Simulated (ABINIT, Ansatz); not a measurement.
## HCl (I4/mmm): zone-centre phonons

Wanted: the vibrations of HCl (I4/mmm) at Γ, by two programs.

Calculated with ABINIT 10.8.3; DFT LDA, scalar-relativistic, plane waves, PseudoDojo norm-conserving pseudopotentials.

The database entry behind the starting cell is an old determination (1933), so it need not match the best structure at ambient conditions.

## Step 1: Starting point

The structure is tetragonal, space group I4/mmm (No. 139). The conventional cell has a = 4.620 Å, b = 4.620 Å, c = 3.059 Å, α = 90.00°, β = 90.00°, γ = 90.00°. Nearest to H lie 2 Cl at 1.53 Å. Nearest to Cl lie 2 H at 1.53 Å. Farther neighbours and most contacts between anions are not listed.

## Step 2: Relaxing the cell and atoms

The harmonic expansion needs vanishing forces, and a free crystal bears no stress, so cell and atoms are brought to rest. Stress is more sensitive to the basis than forces are: the last 3 Ha under the cutoff are smoothed with ecutsm, and the cutoff is raised above that of the later runs.

The starting cell comes from a relaxation made beforehand in Ansatz (LDA, PseudoDojo NC).

File relax.abi:

```
# relaxation
ionmov 2
optcell 2
dilatmx 1.08
ntime 40
tolmxf 1.0d-05
tolvrs 1.0d-14
prtwf 0
prtden 0
chksymtnons 0

# basis, mesh and filling
ecut 39.0
ecutsm 3.0
ngkpt 10 10 10
nshiftk 1
shiftk 0.0 0.0 0.0
istwfk *1
occopt 1
nband 4
nstep 100
diemac 9.0
prtebands 0
prtgsr 0
useylm 1

# cell and atoms
acell 8.730724799 6.816529572 6.816529572
rprim 
    0.0 0.7071067812 0.7071067812
    0.4239744234 0.0 0.9056741623
    0.4239744234 0.9056741623 0.0
ntypat 2
znucl 1 17
natom 2
typat 1 2
xred 
    0.0 0.0 0.0
    0.5 0.5 0.5
pp_dirpath "./pseudo"
pseudos "H.upf, Cl.upf"
```

Launch:

```
OMP_NUM_THREADS=1 mpirun -n 4 abinit relax.abi > relax.log
```

Numbers of over 12 decimals in the logs are rounded to 6 here.

relax.abo, the main output file:

```text
[banners, grids, parts of the stress and lines that vanish by symmetry left out]
- input  file    -> relax.abi
- output file    -> relax.abo
- root for input  files -> relaxi
[...]
Symmetries : space group I4/m m m (#139); Bravais tI (body-center tetrag.)
[...]
mpw =        3265          nfft =      157464          nkpt =         102
[...]
== DATASET  1 ==================================================================
[...]
cutoff_energies: {ecut:  39.0, pawecutdg:  -1.0, }
[...]
ETOT  1  -16.978042011447    -1.698E+01 7.147E-02 2.582E+01
 ETOT  2  -16.989398126834    -1.136E-02 4.061E-04 4.085E+00
 ETOT  3  -16.989660196563    -2.621E-04 4.799E-06 1.648E-02
 ETOT  4  -16.989661108893    -9.123E-07 4.946E-07 5.736E-04
 ETOT  5  -16.989661120252    -1.136E-08 3.074E-09 6.978E-05
[...]
At SCF step   10       vres2   =  1.18E-15 < tolvrs=  1.00E-14 =>converged.
[...]
sigma(1 1)= -4.60239627E-07  sigma(3 2)= -6.15669690E-14
  sigma(2 2)= -5.12588313E-07  sigma(3 1)=  6.57582141E-14
  sigma(3 3)= -5.12588313E-07  sigma(2 1)=  6.57579825E-14
[...]
convergence: {deltae: -2.345E-13, res2:  1.178E-15, residm:  2.054E-15, diffor: null, }
etotal    :  -1.69896611E+01
[...]
ETOT  1  -16.989661123772    -1.699E+01 1.580E-11 6.643E-05
[...]
At SCF step    7       vres2   =  1.31E-15 < tolvrs=  1.00E-14 =>converged.
[...]
sigma(1 1)= -3.03069503E-07  sigma(3 2)= -6.15611592E-14
  sigma(2 2)= -5.01776456E-07  sigma(3 1)=  6.57524207E-14
  sigma(3 3)= -5.01776456E-07  sigma(2 1)=  6.57521235E-14
[...]
convergence: {deltae: -4.192E-13, res2:  1.315E-15, residm:  1.591E-18, diffor: null, }
etotal    :  -1.69896611E+01
[...]
ETOT  1  -16.989660964038    -1.699E+01 7.050E-11 5.495E-03
[...]
At SCF step    8       vres2   =  6.42E-16 < tolvrs=  1.00E-14 =>converged.
[...]
sigma(1 1)=  8.77476614E-07  sigma(3 2)= -6.15122292E-14
  sigma(2 2)= -3.94217944E-07  sigma(3 1)=  6.57036906E-14
  sigma(3 3)= -3.94217944E-07  sigma(2 1)=  6.57037812E-14
[...]
convergence: {deltae: -9.450E-13, res2:  6.422E-16, residm:  3.138E-18, diffor: null, }
etotal    :  -1.69896612E+01
[...]
ETOT  1  -16.989661131921    -1.699E+01 5.719E-12 7.560E-04
[...]
At SCF step    7       vres2   =  5.11E-15 < tolvrs=  1.00E-14 =>converged.
[...]
sigma(1 1)=  1.06204454E-06  sigma(3 2)= -6.14916623E-14
  sigma(2 2)= -3.45740461E-07  sigma(3 1)=  6.56853245E-14
  sigma(3 3)= -3.45740461E-07  sigma(2 1)=  6.56851758E-14
[...]
convergence: {deltae: -8.882E-14, res2:  5.114E-15, residm:  1.574E-17, diffor: null, }
etotal    :  -1.69896612E+01
[...]
ETOT  1  -16.989660658691    -1.699E+01 1.207E-10 1.371E-02
[...]
At SCF step    8       vres2   =  6.76E-16 < tolvrs=  1.00E-14 =>converged.
[...]
sigma(1 1)=  1.19563440E-06  sigma(3 2)= -6.13994476E-14
  sigma(2 2)= -1.20419935E-07  sigma(3 1)=  6.56110059E-14
[...]
convergence: {deltae: -3.695E-13, res2:  6.762E-16, residm:  3.292E-18, diffor: null, }
etotal    :  -1.69896612E+01
[...]
ETOT  1  -16.989661094537    -1.699E+01 6.934E-11 2.709E-03
[...]
At SCF step    8       vres2   =  2.21E-16 < tolvrs=  1.00E-14 =>converged.
[...]
convergence: {deltae:  3.553E-14, res2:  2.209E-16, residm:  5.046E-19, diffor: null, }
etotal    :  -1.69896612E+01
[...]
ETOT  1  -16.989661211654    -1.699E+01 3.346E-11 9.411E-05
[...]
At SCF step    7       vres2   =  5.65E-15 < tolvrs=  1.00E-14 =>converged.
[...]
sigma(2 2)=  1.66801209E-08  sigma(3 1)=  6.55780809E-14
  sigma(3 3)=  1.66801209E-08  sigma(2 1)=  6.55784191E-14
[...]
convergence: {deltae:  3.624E-13, res2:  5.652E-15, residm:  8.907E-19, diffor: null, }
etotal    :  -1.69896612E+01
[...]
ETOT  1  -16.989661214031    -1.699E+01 1.270E-09 7.370E-05
[...]
ETOT  6  -16.989661216564     3.553E-14 5.242E-17 1.952E-13
 ETOT  7  -16.989661216565    -4.299E-13 1.603E-18 1.019E-15
 At SCF step    7       vres2   =  1.02E-15 < tolvrs=  1.00E-14 =>converged.
[...]
sigma(1 1)=  7.09268315E-09  sigma(3 2)= -6.13533692E-14
  sigma(2 2)=  4.01846910E-09  sigma(3 1)=  6.55830145E-14
  sigma(3 3)=  4.01846910E-09  sigma(2 1)=  6.55826338E-14
[...]
convergence: {deltae: -4.299E-13, res2:  1.019E-15, residm:  1.603E-18, diffor: null, }
etotal    :  -1.69896612E+01
[...]
At Broyd/MD step   8, gradients are converged :
[...]
sigma(1 1)=  7.09268315E-09  sigma(3 2)= -6.13533692E-14
  sigma(2 2)=  4.01846910E-09  sigma(3 1)=  6.55830145E-14
  sigma(3 3)=  4.01846910E-09  sigma(2 1)=  6.55826338E-14
[...]
- sigma(1 1)=  2.08673943E-04  sigma(3 2)= -1.80507844E-09
- sigma(2 2)=  1.18227443E-04  sigma(3 1)=  1.92951890E-09
- sigma(3 3)=  1.18227443E-04  sigma(2 1)=  1.92950770E-09
[...]
fcart     -0.0000000000E+00 -0.0000000000E+00 -0.0000000000E+00
           strten      7.0926831526E-09  4.0184690994E-09  4.0184690996E-09
================================================================================

[key lines of the parts left out:]
pressure_GPa:  -1.4838E-04
Total energy (etotal) [Ha]= -1.69896612165645E+01
```

It took 91 s on 4 MPI ranks of Arm Neoverse V2, shared host; 6.1 min of CPU time.

Little changed from the start: no atom moved by 0.005 Å and no cell edge by 0.1 %.

Read from the output:

| Property | Result |
| --- | --- |
| volume per atom | 16.35 Å³ |
| pressure | -1.48e-4 GPa |

## Step 3: Self-consistent run for the response

The response is built on these wavefunctions, so the potential is converged far more tightly than an energy would need. The mesh is shifted off Γ, since shifted meshes converge sums over the zone faster.

File gs.abi:

```
# ground state
tolvrs 1.0d-16
prtden 1
prtwf 1

# basis, mesh and filling
ecut 31.0
ngkpt 8 8 8
nshiftk 4
shiftk 
    0.5 0.5 0.5
    0.5 0.0 0.0
    0.0 0.5 0.0
    0.0 0.0 0.5
istwfk *1
occopt 1
nband 4
nstep 100
diemac 9.0
prtebands 0
prtgsr 0
useylm 1

# cell and atoms
acell 8.738021345 6.821236928 6.821236928
rprim 
    0.0 0.7071067812 0.7071067812
    0.4236936835 0.0 0.9058055324
    0.4236936835 0.9058055324 0.0
ntypat 2
znucl 1 17
natom 2
typat 1 2
xred 
    0.0 0.0 0.0
    0.5 0.5 0.5
pp_dirpath "./pseudo"
pseudos "H.upf, Cl.upf"
```

Launch:

```
OMP_NUM_THREADS=1 mpirun -n 4 abinit gs.abi > gs.log
```

gs.abo, the main output file:

```text
[banners, grids, parts of the stress and lines that vanish by symmetry left out]
- input  file    -> gs.abi
- output file    -> gs.abo
- root for input  files -> gsi
[...]
Symmetries : space group I4/m m m (#139); Bravais tI (body-center tetrag.)
[...]
mpw =        1838          nfft =       91125          nkpt =         144
[...]
== DATASET  1 ==================================================================
[...]
cutoff_energies: {ecut:  31.0, pawecutdg:  -1.0, }
[...]
ETOT  1  -16.981649289035    -1.698E+01 6.989E-02 1.469E+01
 ETOT  2  -16.989695630345    -8.046E-03 1.254E-04 2.499E+00
 ETOT  3  -16.989977251724    -2.816E-04 5.457E-06 9.468E-03
 ETOT  4  -16.989978063407    -8.117E-07 1.396E-07 4.549E-04
 ETOT  5  -16.989978073010    -9.603E-09 3.750E-09 4.148E-05
[...]
ETOT 10  -16.989978074169    -1.386E-13 1.758E-16 2.774E-16
 ETOT 11  -16.989978074169     2.593E-13 4.428E-18 8.426E-17
 At SCF step   11       vres2   =  8.43E-17 < tolvrs=  1.00E-16 =>converged.
[...]
sigma(1 1)=  7.40189525E-06  sigma(3 2)= -3.10537443E-14
  sigma(2 2)=  1.65302476E-06  sigma(3 1)=  3.31940125E-14
  sigma(3 3)=  1.65302476E-06  sigma(2 1)=  3.31945315E-14
[...]
convergence: {deltae:  2.593E-13, res2:  8.426E-17, residm:  4.428E-18, diffor: null, }
etotal    :  -1.69899781E+01
[...]
sigma(1 1)=  7.40189525E-06  sigma(3 2)= -3.10537443E-14
  sigma(2 2)=  1.65302476E-06  sigma(3 1)=  3.31940125E-14
  sigma(3 3)=  1.65302476E-06  sigma(2 1)=  3.31945315E-14
[...]
- sigma(1 1)=  2.17771277E-01  sigma(3 2)= -9.13632702E-10
- sigma(2 2)=  4.86336675E-02  sigma(3 1)=  9.76601566E-10
- sigma(3 3)=  4.86336675E-02  sigma(2 1)=  9.76616834E-10
[...]
fcart     -0.0000000000E+00 -0.0000000000E+00 -0.0000000000E+00
           strten      7.4018952455E-06  1.6530247610E-06  1.6530247610E-06
================================================================================

[key lines of the parts left out:]
pressure_GPa:  -1.0501E-01
```

It took 15 s on 4 MPI ranks.

This step gave:

```
pressure : -0.1050 GPa
```

The cell stands at -0.11 GPa: the relaxation ran with a smoothed and higher cutoff and on another k mesh.

## Step 4: The gap at rest

Empty bands on the ground state's density check that the gap assumed so far is there in this cell.

File gap.abi:

```
# empty bands on the ground state's density
iscf -2
getden_filepath "gso_DEN"
tolwfr 1.0d-12
nbdbuf 2
prtwf 0

# basis, mesh and filling
ecut 31.0
ngkpt 12 12 12
nshiftk 1
shiftk 0.0 0.0 0.0
istwfk *1
occopt 1
nband 8
nstep 100
diemac 9.0
prtebands 0
prtgsr 0
useylm 1

# cell and atoms
acell 8.738021345 6.821236928 6.821236928
rprim 
    0.0 0.7071067812 0.7071067812
    0.4236936835 0.0 0.9058055324
    0.4236936835 0.9058055324 0.0
ntypat 2
znucl 1 17
natom 2
typat 1 2
xred 
    0.0 0.0 0.0
    0.5 0.5 0.5
pp_dirpath "./pseudo"
pseudos "H.upf, Cl.upf"
```

Launch:

```
OMP_NUM_THREADS=1 mpirun -n 4 abinit gap.abi > gap.log
```

gap.abo, the main output file:

```text
[banners, grids, parts of the stress and lines that vanish by symmetry left out]
- input  file    -> gap.abi
- output file    -> gap.abo
- root for input  files -> gapi
[...]
Symmetries : space group I4/m m m (#139); Bravais tI (body-center tetrag.)
[...]
mpw =        1839          nfft =       91125          nkpt =         163
[...]
== DATASET  1 ==================================================================
[...]
cutoff_energies: {ecut:  31.0, pawecutdg:  -1.0, }
[...]
-outvars: echo values of variables after computation
            acell      8.7380213450E+00  6.8212369280E+00  6.8212369280E+00 Bohr
================================================================================
```

It took 15 s on 4 MPI ranks.

Read from the output:

```yaml
gap_on_the_k_mesh: 2.352 eV
```

In this cell the gap on the mesh is 2.4 eV, indirect (smallest direct 2.8 eV), so fixed occupations hold.

## Step 5: Zone-centre response

The derivative of the wavefunctions by k comes first, since the response to a field is built on it; then the field and the displacements that symmetry doesn't supply are solved at q = 0.

It reads the wavefunctions written in step 3.

File dfpt_gamma.abi:

```
ndtset 2

# common to the responses
getwfk_filepath "gso_WFK"
kptopt 2
nqpt 1
qpt 0.0 0.0 0.0
asr 0
chneut 0

# d/dk
rfelfd1 2
rfdir1 1 1 1
iscf1 -3
tolwfr1 1.0d-20

# displacements, field
rfphon2 1
rfatpol2 1 2
rfdir2 1 1 1
rfelfd2 3
getddk2 1
tolvrs2 1.0d-10
prtwf2 0

# basis, mesh and filling
ecut 31.0
ngkpt 8 8 8
nshiftk 4
shiftk 
    0.5 0.5 0.5
    0.5 0.0 0.0
    0.0 0.5 0.0
    0.0 0.0 0.5
istwfk *1
occopt 1
nband 4
nstep 100
diemac 9.0
prtebands 0
prtgsr 0
useylm 1

# cell and atoms
acell 8.738021345 6.821236928 6.821236928
rprim 
    0.0 0.7071067812 0.7071067812
    0.4236936835 0.0 0.9058055324
    0.4236936835 0.9058055324 0.0
ntypat 2
znucl 1 17
natom 2
typat 1 2
xred 
    0.0 0.0 0.0
    0.5 0.5 0.5
pp_dirpath "./pseudo"
pseudos "H.upf, Cl.upf"
```

Launch:

```
OMP_NUM_THREADS=1 mpirun -n 4 abinit dfpt_gamma.abi > dfpt_gamma.log
```

dfpt_gamma.abo, the main output file:

```text
[banners, grids, parts of the stress and lines that vanish by symmetry left out]
- input  file    -> dfpt_gamma.abi
- output file    -> dfpt_gamma.abo
- root for input  files -> dfpt_gammai
[...]
DATASET    1 : space group I4/m m m (#139); Bravais tI (body-center tetrag.)
[...]
nfft =       91125          nkpt =        1024
[...]
DATASET    2 : space group I4/m m m (#139); Bravais tI (body-center tetrag.)
[...]
nfft =       91125          nkpt =        1024
[...]
== DATASET  1 ==================================================================
[...]
cutoff_energies: {ecut:  31.0, pawecutdg:  -1.0, }
[...]
- 17.00000   7.00000  180309                  znucl, zion, pspdat
[...]
Perturbation : derivative vs k along direction   1
[...]
-ETOT  1  -11.814669798909     -1.181E+01 4.248E-01 0.000E+00
 ETOT  2  -11.863435802992     -4.877E-02 2.751E-03 0.000E+00
 ETOT  3  -11.863818275418     -3.825E-04 2.656E-05 0.000E+00
 ETOT  4  -11.863822775842     -4.500E-06 6.265E-07 0.000E+00
 ETOT  5  -11.863822844345     -6.850E-08 1.631E-08 0.000E+00
[...]
At SCF step   14   max residual=  1.00E-20 < tolwfr=  1.00E-20 =>converged.
[...]
Perturbation : derivative vs k along direction   2
[...]
-ETOT  1  -11.814669799611     -1.181E+01 4.248E-01 0.000E+00
[...]
At SCF step   14   max residual=  1.00E-20 < tolwfr=  1.00E-20 =>converged.
[...]
Perturbation : derivative vs k along direction   3
[...]
-ETOT  1  -11.814669799383     -1.181E+01 4.248E-01 0.000E+00
[...]
At SCF step   14   max residual=  1.00E-20 < tolwfr=  1.00E-20 =>converged.
[...]
1        1       0.8856999699    0.0000000000
     1        2       0.9467593736    0.0000000000
     1        3       0.9467593736   -0.0000000000
     2        1       0.9467593736    0.0000000000
     2        2       4.0481126429    0.0000000000
     2        3       2.0240563215    0.0000000000
     3        1       0.9467593736   -0.0000000000
     3        2       2.0240563215    0.0000000000
     3        3       4.0481126429    0.0000000000
[...]
== DATASET  2 ==================================================================
[...]
cutoff_energies: {ecut:  31.0, pawecutdg:  -1.0, }
[...]
Perturbation : displacement of atom   1   along direction   1
[...]
-ETOT  1  -2.074042     -5.741E+01 3.413E-01 4.191E+02
[...]
At SCF step    9       vres2   =  3.31E-11 < tolvrs=  1.00E-10 =>converged.
[...]
Perturbation : displacement of atom   1   along direction   2
[...]
-ETOT  1  -1.917713     -3.701E+01 6.113E-01 5.266E+02
[...]
At SCF step   10       vres2   =  3.13E-12 < tolvrs=  1.00E-10 =>converged.
[...]
Perturbation : displacement of atom   2   along direction   1
[...]
-ETOT  1  -1.275957     -9.322E+02 3.117E+00 1.090E+02
[...]
At SCF step   11       vres2   =  1.41E-11 < tolvrs=  1.00E-10 =>converged.
[...]
Perturbation : displacement of atom   2   along direction   2
[...]
-ETOT  1  -1.273339     -5.604E+02 2.884E+00 8.198E+02
[...]
At SCF step   10       vres2   =  4.47E-11 < tolvrs=  1.00E-10 =>converged.
[...]
Perturbation : homogeneous electric field along direction   1
[...]
-ETOT  1  -110.20678604342     -1.102E+02 7.045E+00 4.392E+04
[...]
ETOT  9  -118.89542749994     -2.144E-10 1.234E-11 9.654E-09
 ETOT 10  -118.89542749994     -3.652E-12 5.596E-13 1.721E-11
 At SCF step   10       vres2   =  1.72E-11 < tolvrs=  1.00E-10 =>converged.
[...]
Dielectric tensor, in cartesian coordinates,
[...]
1    4   1    4         6.1481095298        -0.0000000000
   1    4   2    4        -0.0000000001        -0.0000000000
   1    4   3    4        -0.0000000001        -0.0000000000
   2    4   1    4        -0.0000000001        -0.0000000000
   2    4   2    4         2.3300606771        -0.0000000000
   2    4   3    4         0.0000000000        -0.0000000000
   3    4   1    4        -0.0000000001        -0.0000000000
   3    4   2    4         0.0000000000        -0.0000000000
   3    4   3    4         2.3300606771        -0.0000000000
  Effective charges, in cartesian coordinates,
[...]
1    1   1    4         5.0799960722         0.0000000000
   2    1   1    4        -0.0000000000         0.0000000000
   3    1   1    4         0.0000000000         0.0000000000
   1    2   1    4        -4.4629816385         0.0000000000
   2    2   1    4         0.0000000000         0.0000000000
[...]
Effective charges, in cartesian coordinates,
[...]
2    4   1    2         0.0000000001         0.0000000000
   3    4   1    2         0.0000000001         0.0000000000
   1    4   2    2         0.0000000000         0.0000000000
   2    4   2    2        -0.2878343539         0.0000000000
   3    4   2    2         0.0000000000         0.0000000000
   1    4   3    2         0.0000000000         0.0000000000
   2    4   3    2         0.0000000000         0.0000000000
   3    4   3    2        -0.2878343539         0.0000000000
  Phonon wavevector (reduced coordinates) :  0.00000  0.00000  0.00000
 Phonon energies in Hartree :
[...]
Phonon frequencies in cm-1    :
- -1.756095E+03 -8.848090E+02 -8.848090E+02  1.733349E-01  3.368838E-01
-  3.368840E-01
  Phonon at Gamma, with non-analyticity in the
[...]
Phonon energies in Hartree :
[...]
Phonon frequencies in cm-1    :
- -8.848090E+02 -8.848090E+02 -4.870354E+01  3.368838E-01  3.368840E-01
-  1.822786E+03
  Phonon at Gamma, with non-analyticity in the
[...]
Phonon energies in Hartree :
[...]
Phonon frequencies in cm-1    :
- -1.756095E+03 -8.848090E+02 -8.533884E+02  1.733349E-01  3.368838E-01
-  3.369866E-01
  Phonon at Gamma, with non-analyticity in the
[...]
Phonon energies in Hartree :
[...]
Phonon frequencies in cm-1    :
- -1.756095E+03 -8.848090E+02 -8.533884E+02  1.733349E-01  3.368840E-01
-  3.369865E-01
[...]
fcart2     0.0000000000E+00  0.0000000000E+00  0.0000000000E+00
           strten2     0.0000000000E+00  0.0000000000E+00  0.0000000000E+00
================================================================================
```

Wall time 8.7 min (4 MPI ranks).

Read from the output:

| Quantity | Value |
| --- | --- |
| miss of the charge sum rule | 0.6170 e |
| largest acoustic frequency at the zone centre before the sum rule | 0.34 cm⁻¹ |
| highest optical zone-centre mode (no LO-TO term) | -884.8 cm⁻¹ |
| lowest optical zone-centre mode | -1756 cm⁻¹ |
| mean high-frequency dielectric constant | 3.603 |
| largest Born charge in size (third of the trace) | 1.885 e |

Born charge (rows field, columns displacement), before the sum rule (e), principal values of the symmetric part by kind of site:

```csv
atom,atoms with these values,low,middle,high,mean
H1,1,0.29,0.29,5.08,1.89
Cl2,1,-4.46,-0.29,-0.29,-1.68
```

In full for Cl2:

```
-4.46  0.00  0.00
 0.00 -0.29  0.00
 0.00  0.00 -0.29
```

High-frequency dielectric tensor:

```
6.15 0.00 0.00
0.00 2.33 0.00
0.00 0.00 2.33
```

The acoustic modes at Γ come out as far as 0.3 cm⁻¹ from zero, where they should vanish, a small numerical error; the Born charges miss their sum rule by 0.62 e, too much: mesh or cutoff is short for the field response. The lowest optical mode is imaginary, 1756i cm⁻¹, an instability at this level and on this k mesh.

[end of part 1 of 2]

[Host names and launcher messages were left out of these logs when they were recorded.]

[Logs are printed without paths, hosts, clocks, repeated set-up lines and the standing remarks that a program may print on its own settings, such as how far it seeks lower states.]

[Hosts, paths, dates, database ids (printed as entryN), source tags and the programs' standing remarks are cut or masked in the printed files.]
